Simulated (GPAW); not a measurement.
# Ballistic transport through an Os chain with an O atom bridging one bond, cheap and dear

How well does an Os chain with an O atom bridging one bond conduct at low bias, and how far do basis and functional move the answer?

Method: GPAW LCAO, PAW setups; Landauer transmission from Green's functions with principal layers (ASE), zero bias, in GPAW 26.7.0.

Most raw output is cut from this account.

## (1) The structure

The cell holds 15 atoms: 14 Os and 1 O. Cell: a = 9.000 Å, b = 9.000 Å, c = 32.120 Å, α = 90.0°, β = 90.0°, γ = 90.0°. Regions: left lead, 7 atoms (7 Os); channel, 1 atom (1 O); right lead, 7 atoms (7 Os). Vacuum lies along a and b. The structure is stacked along c, and the current runs across the ab planes.

Structure file:

```cif
data_structure
_symmetry_space_group_name_H-M 'P 1'
_symmetry_Int_Tables_number 1
_cell_length_a 9.0000
_cell_length_b 9.0000
_cell_length_c 32.1200
_cell_angle_alpha 90.000
_cell_angle_beta 90.000
_cell_angle_gamma 90.000
_cell_volume 2601.72
loop_
_atom_site_label
_atom_site_type_symbol
_atom_site_fract_x
_atom_site_fract_y
_atom_site_fract_z
_atom_site_occupancy
Os1 Os 0.50000 0.50000 0.03549 1
Os2 Os 0.50000 0.50000 0.10648 1
Os3 Os 0.50000 0.50000 0.17746 1
Os4 Os 0.50000 0.50000 0.24844 1
Os5 Os 0.50000 0.50000 0.31943 1
Os6 Os 0.50000 0.50000 0.39041 1
Os7 Os 0.50000 0.50000 0.46139 1
O8 O 0.61899 0.50000 0.50000 1
Os9 Os 0.50000 0.50000 0.53861 1
Os10 Os 0.50000 0.50000 0.60959 1
Os11 Os 0.50000 0.50000 0.68057 1
Os12 Os 0.50000 0.50000 0.75156 1
Os13 Os 0.50000 0.50000 0.82254 1
Os14 Os 0.50000 0.50000 0.89352 1
Os15 Os 0.50000 0.50000 0.96451 1
```

## (2) GPAW, dzp

Localised orbitals split the wire into layers that couple to their neighbours alone, which is what the Green's function method needs; double zeta with polarisation is the usual level for numbers.

The input, run.py:

```python
import json
import numpy as np
from ase import Atoms
from ase.transport.calculators import TransportCalculator
from gpaw import GPAW, FermiDirac
from gpaw.lcao.tools import get_lcao_hamiltonian
from scipy.linalg import eigh

# The junction with lead layers at both ends, along the third cell vector
device = Atoms(
    ['Os', 'Os', 'Os', 'Os', 'Os', 'Os', 'Os', 'O', 'Os', 'Os', 'Os', 'Os', 'Os', 'Os', 'Os'],
    positions=[
        [4.50000, 4.50000, 1.14000],
        [4.50000, 4.50000, 3.42000],
        [4.50000, 4.50000, 5.70000],
        [4.50000, 4.50000, 7.98000],
        [4.50000, 4.50000, 10.26000],
        [4.50000, 4.50000, 12.54000],
        [4.50000, 4.50000, 14.82000],
        [5.57087, 4.50000, 16.06000],
        [4.50000, 4.50000, 17.30000],
        [4.50000, 4.50000, 19.58000],
        [4.50000, 4.50000, 21.86000],
        [4.50000, 4.50000, 24.14000],
        [4.50000, 4.50000, 26.42000],
        [4.50000, 4.50000, 28.70000],
        [4.50000, 4.50000, 30.98000]],
    cell=[[9.0, 0.0, 0.0], [0.0, 9.0, 0.0], [0.0, 0.0, 32.12]],
    pbc=True)

# One principal layer of the lead: the first 5 atoms of the device
lead = Atoms(
    ['Os', 'Os', 'Os', 'Os', 'Os'],
    positions=[
        [4.50000, 4.50000, 1.14000],
        [4.50000, 4.50000, 3.42000],
        [4.50000, 4.50000, 5.70000],
        [4.50000, 4.50000, 7.98000],
        [4.50000, 4.50000, 10.26000]],
    cell=[[9.0, 0.0, 0.0], [0.0, 9.0, 0.0], [0.0, 0.0, 11.4]],
    pbc=True)

settings = dict(mode='lcao', basis='dzp', xc='PBE', h=0.18,
                occupations=FermiDirac(0.1), maxiter=250,
                mixer=dict(beta=0.1, nmaxold=8, weight=100.0),
                convergence=dict(density=0.0001))
energies = np.arange(-2, 2 + 1e-9, 0.05)
eta = 0.0001
n1, n2 = 1, 1
# k and -k transmit alike, so half of the mesh across the current serves
mesh = [(i, j) for i in range(n1) for j in range(n2) if (i, j) <= (-i % n1, -j % n2)]
weights = np.array([1 if (i, j) == (-i % n1, -j % n2) else 2 for i, j in mesh]) / (n1 * n2)

# [... helper functions left out ...]
fermi_lead = ground_state(lead, (1, 1, 10), 'lead.txt')
fermi_device = ground_state(device, (1, 1, 3), 'device.txt')
# [... loop over the mesh left out, but for ...]
        # Shift the lead onto the potential of the device's first layer
        shift = ((H[:, 0, 0] - H0[:, 0, 0]) / S0[0, 0]).real.mean()
# [...]
kT = 8.617333e-5 * 77
bias = [0.1, 0.2, 0.5, 1.0, 1.5, 2.0]
# [... integrals and printing left out ...]
```

Run with:

```bash
$ OMP_NUM_THREADS=1 OPENBLAS_NUM_THREADS=1 python run.py
```

Wall time 2.7 min (1 thread of Arm Neoverse V2, shared host); peak memory 1.9 GiB.

This run has no spin polarisation, although Os can carry a moment.

Numbers from this step:

* conductance: 4.385 G₀
* largest coupling past the next principal layer: 1.09e-6 eV
* largest misfit of the first principal layer: 0.05549 eV
* shift that aligns the lead: -0.003850 eV
* basis functions of the junction: 391
* basis functions of a principal layer: 135
* transmission at the Fermi level (one spin): 4.387

One spin. Transmission, zone mean against energy, zero at the Fermi level:

energy (eV), transmission, zone mean and a bar from the least value:
```
   -2.000       1.90 #######
   -1.800       2.13 #########
   -1.600       2.38 ###########
   -1.400       2.80 ##############
   -1.200       4.33 ###########################
   -1.000       4.71 ##############################
   -0.900       4.74 ##############################
   -0.800       4.72 ##############################
   -0.600       4.60 #############################
   -0.400       4.56 #############################
   -0.200       4.54 ############################
    0.000       4.39 ###########################
    0.200       4.02 ########################
    0.400       3.24 ##################
    0.600       2.50 ############
    0.800       2.29 ##########
    1.000       2.07 ########
    1.200       1.79 ######
    1.400       1.31 ##
    1.600       1.14 #
    1.800       1.05 
    2.000       1.01
```

Not self-consistent under bias; the bias window is split evenly. Current through one cell, from the zero-bias transmission against bias:

| bias (V) | current through one cell, from the zero-bias transmission (mA) |
| --- | --- |
| 0.100 | 0.0340 |
| 0.200 | 0.0678 |
| 0.500 | 0.168 |
| 1.000 | 0.319 |
| 1.500 | 0.457 |
| 2.000 | 0.591 |

The transmission of the three most open eigenchannels by energy, zero at the Fermi level:

| energy (eV) | channel 1 | channel 2 | channel 3 |
| --- | --- | --- | --- |
| -2.000 | 0.999 | 0.529 | 0.188 |
| -1.800 | 0.999 | 0.564 | 0.294 |
| -1.600 | 0.998 | 0.575 | 0.435 |
| -1.400 | 0.998 | 0.769 | 0.578 |
| -1.200 | 0.941 | 0.891 | 0.820 |
| -1.000 | 0.996 | 0.941 | 0.903 |
| -0.800 | 0.949 | 0.942 | 0.937 |
| -0.600 | 0.974 | 0.936 | 0.918 |
| -0.400 | 0.992 | 0.942 | 0.929 |
| -0.200 | 0.998 | 0.955 | 0.928 |
| 0.000 | 0.997 | 0.956 | 0.924 |
| 0.200 | 0.992 | 0.938 | 0.911 |
| 0.400 | 0.973 | 0.893 | 0.875 |
| 0.600 | 0.942 | 0.814 | 0.737 |
| 0.800 | 0.968 | 0.764 | 0.534 |
| 1.000 | 0.976 | 0.706 | 0.352 |
| 1.200 | 0.976 | 0.593 | 0.208 |
| 1.400 | 0.974 | 0.224 | 0.109 |
| 1.600 | 0.979 | 0.115 | 0.0480 |
| 1.800 | 0.984 | 0.0539 | 0.0161 |
| 2.000 | 0.992 | 0.0191 | 0.00283 |

Couplings past the next layer reach 1.1e-6 eV, small enough to drop; the matrix elements of the cell's first layer differ from the bulk lead's by up to 0.055 eV. That layer keeps its own values in the calculation, and only beyond it is the lead taken as perfect. The Fermi levels of lead and junction count from different zeros of potential, one for each periodic cell; with both set to zero, the small remaining shift is what aligns them. Without spin-orbit coupling, which is large for these atoms, channel counts and T are those of the scalar-relativistic bands. By hand: G = 4.385 × 77.48 μS = 340 μS, a resistance of 2.94 kΩ; at 0.1 V a linear junction would pass 34.0 μA, and the integral over the bias window gives 34.0 μA.

## (3) GPAW, szp: basis = "szp(dzp)"

The second zeta is dropped, the polarisation orbitals stay.

Edit run.py of step 2 so:

```diff
@@ -42,3 +42,3 @@
 
-settings = dict(mode='lcao', basis='dzp', xc='PBE', h=0.18,
+settings = dict(mode='lcao', basis='szp(dzp)', xc='PBE', h=0.18,
                 occupations=FermiDirac(0.1), maxiter=250,
```

Elapsed: 1.8 min, on 1 thread; peak memory 1.8 GiB.

Numbers from this step:

* conductance: 4.371 G₀
* largest misfit of the first principal layer: 0.07073 eV
* shift that aligns the lead: -4.30e-4 eV
* basis functions of the junction: 219
* basis functions of a principal layer: 75
* transmission at the Fermi level (one spin): 4.373

One spin. Transmission, zone mean against energy, zero at the Fermi level:

| energy (eV) | transmission, zone mean |
| --- | --- |
| -2.00 | 1.87 |
| -1.85 | 2.01 |
| -1.70 | 2.17 |
| -1.60 | 2.29 |
| -1.45 | 2.55 |
| -1.30 | 2.74 |
| -1.15 | 4.40 |
| -1.05 | 4.60 |
| -0.90 | 4.68 |
| -0.75 | 4.63 |
| -0.60 | 4.54 |
| -0.50 | 4.50 |
| -0.35 | 4.49 |
| -0.20 | 4.49 |
| -0.05 | 4.42 |
| 0.00 | 4.37 |
| 0.05 | 4.31 |
| 0.20 | 4.00 |
| 0.35 | 3.55 |
| 0.50 | 2.59 |
| 0.60 | 2.47 |
| 0.75 | 2.29 |
| 0.90 | 2.12 |
| 1.05 | 1.93 |
| 1.15 | 1.78 |
| 1.30 | 1.36 |
| 1.45 | 1.21 |
| 1.60 | 1.11 |
| 1.70 | 1.07 |
| 1.85 | 1.03 |
| 2.00 | 1.01 |

Not self-consistent under bias; the bias window is split evenly. The current through one cell, from the zero-bias transmission by bias:

| bias (V) | current through one cell, from the zero-bias transmission (mA) |
| --- | --- |
| 0.100 | 0.0338 |
| 0.200 | 0.0675 |
| 0.500 | 0.167 |
| 1.000 | 0.318 |
| 1.500 | 0.454 |
| 2.000 | 0.586 |

Transmission of the three most open eigenchannels against energy, zero at the Fermi level:

| energy (eV) | channel 1 | channel 2 | channel 3 |
| --- | --- | --- | --- |
| -2.00 | 0.999 | 0.533 | 0.170 |
| -1.85 | 0.999 | 0.555 | 0.233 |
| -1.70 | 0.999 | 0.568 | 0.315 |
| -1.60 | 0.999 | 0.576 | 0.394 |
| -1.45 | 0.999 | 0.586 | 0.585 |
| -1.30 | 0.927 | 0.894 | 0.560 |
| -1.15 | 0.934 | 0.917 | 0.881 |
| -1.05 | 0.988 | 0.933 | 0.898 |
| -0.90 | 0.984 | 0.938 | 0.898 |
| -0.75 | 0.939 | 0.935 | 0.902 |
| -0.60 | 0.962 | 0.934 | 0.910 |
| -0.50 | 0.977 | 0.929 | 0.924 |
| -0.35 | 0.992 | 0.943 | 0.924 |
| -0.20 | 0.998 | 0.956 | 0.921 |
| -0.05 | 0.998 | 0.960 | 0.919 |
| 0.00 | 0.997 | 0.959 | 0.918 |
| 0.05 | 0.997 | 0.956 | 0.915 |
| 0.20 | 0.992 | 0.942 | 0.903 |
| 0.35 | 0.982 | 0.914 | 0.887 |
| 0.50 | 0.906 | 0.841 | 0.836 |
| 0.60 | 0.945 | 0.805 | 0.714 |
| 0.75 | 0.967 | 0.764 | 0.543 |
| 0.90 | 0.977 | 0.724 | 0.388 |
| 1.05 | 0.981 | 0.667 | 0.260 |
| 1.15 | 0.980 | 0.596 | 0.191 |
| 1.30 | 0.977 | 0.273 | 0.114 |
| 1.45 | 0.981 | 0.166 | 0.0616 |
| 1.60 | 0.986 | 0.0992 | 0.0295 |
| 1.70 | 0.990 | 0.0672 | 0.0162 |
| 1.85 | 0.996 | 0.0330 | 0.00496 |
| 2.00 | 0.998 | 0.0116 | 6.7e-4 |

The conductance, 4.37 G₀, lies 0.3 % below that of the dzp run.

## (4) Minimal basis

One function for each valence shell of the setup, as for a first survey of a large system.

Edit run.py of step 3 so:

```diff
@@ -42,3 +42,3 @@
 
-settings = dict(mode='lcao', basis='szp(dzp)', xc='PBE', h=0.18,
+settings = dict(mode='lcao', basis='sz(dzp)', xc='PBE', h=0.18,
                 occupations=FermiDirac(0.1), maxiter=250,
```

Run time: 88 s. Hardware: 1 thread; peak memory 1.8 GiB.

Numbers from this step:

```
conductance                                 : 4.382 G₀
largest misfit of the first principal layer : 0.03148 eV
shift that aligns the lead                  : -0.001687 eV
basis functions of the junction             : 172
basis functions of a principal layer        : 60
transmission at the Fermi level (one spin)  : 4.383
```

The conductance equals that of the dzp run to 0.2 %.

## (5) LDA in the dzp basis: xc = "LDA"

Back in the dzp basis, the functional changes from PBE to LDA, to set the spread between functionals beside that between bases.

Edit run.py of step 4 so:

```diff
@@ -42,3 +42,3 @@
 
-settings = dict(mode='lcao', basis='sz(dzp)', xc='PBE', h=0.18,
+settings = dict(mode='lcao', basis='dzp', xc='LDA', h=0.18,
                 occupations=FermiDirac(0.1), maxiter=250,
```

It took 2.4 min on 1 thread; peak memory 1.9 GiB.

This step gave:

* conductance: 4.424 G₀
* largest coupling past the next principal layer: 1.07e-6 eV
* largest misfit of the first principal layer: 0.06318 eV
* shift that aligns the lead: 0.001505 eV
* basis functions of the junction: 391
* basis functions of a principal layer: 135
* transmission at the Fermi level (one spin): 4.426

The conductance, 4.42 G₀, lies 0.9 % above that of the dzp run.

## (6) The ladder

Times are for 1 thread of Arm Neoverse V2, shared host. Results by setting:

| no. | run | conductance (G₀) | time | memory (GiB) |
| --- | --- | --- | --- | --- |
| 1 | dzp | 4.385 | 2.7 min | 1.9 |
| 2 | szp | 4.371 | 1.8 min | 1.8 |
| 3 | sz | 4.382 | 88 s | 1.8 |
| 4 | dzp LDA | 4.424 | 2.4 min | 1.9 |

## (7) The levels side by side

The curves are compared point by point over the common energies.

This step: comparison of transmission and cost over codes and levels (GPAW 26.7.0).

Ladder, by row:

| step | code | T at the Fermi level (sum over the listed spins) | conductance (G0) | r.m.s. T(E) from the first | wall time (s) | peak memory (GiB) | threads |
| --- | --- | --- | --- | --- | --- | --- | --- |
| dzp | GPAW | 4.387 | 4.385 | 0 | 164 | 1.92 | 1 |
| szp | GPAW | 4.373 | 4.371 | 0.1016 | 110.7 | 1.84 | 1 |
| sz | GPAW | 4.383 | 4.382 | 0.1091 | 88.26 | 1.78 | 1 |
| dzp-LDA | GPAW | 4.426 | 4.424 | 0.04381 | 141 | 1.92 | 1 |

Table of transmission, zone mean, sum over the listed spins by energy, zero at the Fermi level:

| energy (eV) | dzp | szp | sz | dzp-LDA |
| --- | --- | --- | --- | --- |
| -2.00 | 1.90 | 1.87 | 1.88 | 1.91 |
| -1.85 | 2.08 | 2.01 | 2.02 | 2.07 |
| -1.70 | 2.25 | 2.17 | 2.17 | 2.23 |
| -1.50 | 2.56 | 2.46 | 2.45 | 2.53 |
| -1.35 | 2.89 | 2.78 | 2.77 | 2.85 |
| -1.20 | 4.33 | 4.18 | 4.20 | 4.30 |
| -1.05 | 4.66 | 4.60 | 4.58 | 4.66 |
| -0.90 | 4.74 | 4.68 | 4.67 | 4.74 |
| -0.70 | 4.66 | 4.59 | 4.61 | 4.66 |
| -0.55 | 4.58 | 4.51 | 4.54 | 4.59 |
| -0.40 | 4.56 | 4.49 | 4.52 | 4.57 |
| -0.25 | 4.55 | 4.49 | 4.51 | 4.58 |
| -0.10 | 4.49 | 4.46 | 4.47 | 4.53 |
| 0.00 | 4.39 | 4.37 | 4.38 | 4.43 |
| 0.10 | 4.24 | 4.22 | 4.24 | 4.27 |
| 0.25 | 3.88 | 3.87 | 3.90 | 3.92 |
| 0.40 | 3.24 | 3.31 | 3.34 | 3.27 |
| 0.55 | 2.54 | 2.52 | 2.55 | 2.56 |
| 0.70 | 2.40 | 2.35 | 2.36 | 2.41 |
| 0.90 | 2.18 | 2.12 | 2.10 | 2.19 |
| 1.05 | 2.00 | 1.93 | 1.90 | 2.01 |
| 1.20 | 1.79 | 1.65 | 1.50 | 1.78 |
| 1.35 | 1.37 | 1.30 | 1.28 | 1.36 |
| 1.50 | 1.21 | 1.17 | 1.15 | 1.21 |
| 1.70 | 1.09 | 1.07 | 1.06 | 1.09 |
| 1.85 | 1.04 | 1.03 | 1.03 | 1.04 |
| 2.00 | 1.01 | 1.01 | 1.01 | 1.01 |

## (8) Potential alignment off, density threshold 0.001

Without the shift, lead and junction are matched by their Fermi levels alone. The Hamiltonian is taken from the last density. The density threshold is one of the tests that end the cycle; the energy must settle too, so a loose value may not be the test that decides.

This step: GPAW LCAO, PAW setups; Landauer transmission from Green's functions with principal layers (ASE), zero bias (GPAW 26.7.0).

Edit run.py of step 5 so:

```diff
@@ -42,6 +42,6 @@
 
-settings = dict(mode='lcao', basis='dzp', xc='LDA', h=0.18,
+settings = dict(mode='lcao', basis='dzp', xc='PBE', h=0.18,
                 occupations=FermiDirac(0.1), maxiter=250,
                 mixer=dict(beta=0.1, nmaxold=8, weight=100.0),
-                convergence=dict(density=0.0001))
+                convergence=dict(density=0.001))
 energies = np.arange(-2, 2 + 1e-9, 0.05)
@@ -57,4 +57,4 @@
 # [... loop over the mesh left out, but for ...]
-        # Shift the lead onto the potential of the device's first layer
-        shift = ((H[:, 0, 0] - H0[:, 0, 0]) / S0[0, 0]).real.mean()
+        # Lead and device are aligned by their Fermi levels alone
+        shift = 0.0
 # [...]
```

Elapsed: 2.2 min, on 1 thread; peak memory 1.9 GiB.

This step gave:

| Quantity | Value |
| --- | --- |
| conductance | 4.392 G₀ |
| largest coupling past the next principal layer | 1.09e-6 eV |
| largest misfit of the first principal layer | 0.05941 eV |
| shift that aligns the lead | 0 eV |
| transmission at the Fermi level (one spin) | 4.394 |

One spin. Transmission, zone mean against energy, zero at the Fermi level:

| energy (eV) | transmission, zone mean |
| --- | --- |
| -2.00 | 1.91 |
| -1.90 | 2.02 |
| -1.80 | 2.13 |
| -1.70 | 2.25 |
| -1.55 | 2.47 |
| -1.45 | 2.67 |
| -1.35 | 2.89 |
| -1.25 | 4.02 |
| -1.15 | 4.52 |
| -1.05 | 4.67 |
| -0.90 | 4.73 |
| -0.80 | 4.71 |
| -0.70 | 4.66 |
| -0.60 | 4.61 |
| -0.50 | 4.57 |
| -0.40 | 4.55 |
| -0.25 | 4.54 |
| -0.15 | 4.50 |
| -0.05 | 4.44 |
| 0.00 | 4.39 |
| 0.05 | 4.33 |
| 0.15 | 4.12 |
| 0.25 | 3.93 |
| 0.40 | 3.24 |
| 0.50 | 2.60 |
| 0.60 | 2.50 |
| 0.70 | 2.39 |
| 0.80 | 2.29 |
| 0.90 | 2.17 |
| 1.05 | 2.00 |
| 1.15 | 1.87 |
| 1.25 | 1.67 |
| 1.35 | 1.37 |
| 1.45 | 1.25 |
| 1.55 | 1.17 |
| 1.70 | 1.09 |
| 1.80 | 1.05 |
| 1.90 | 1.03 |
| 2.00 | 1.01 |

(Continued in part 2 of 2.)

[Logs are printed without paths, hosts, clocks, repeated set-up lines and the standing remarks that a program may print on its own settings, such as how far it seeks lower states.]

[Hosts, paths, dates, database ids (printed as entryN), source tags and the programs' standing remarks are cut or masked in the printed files.]
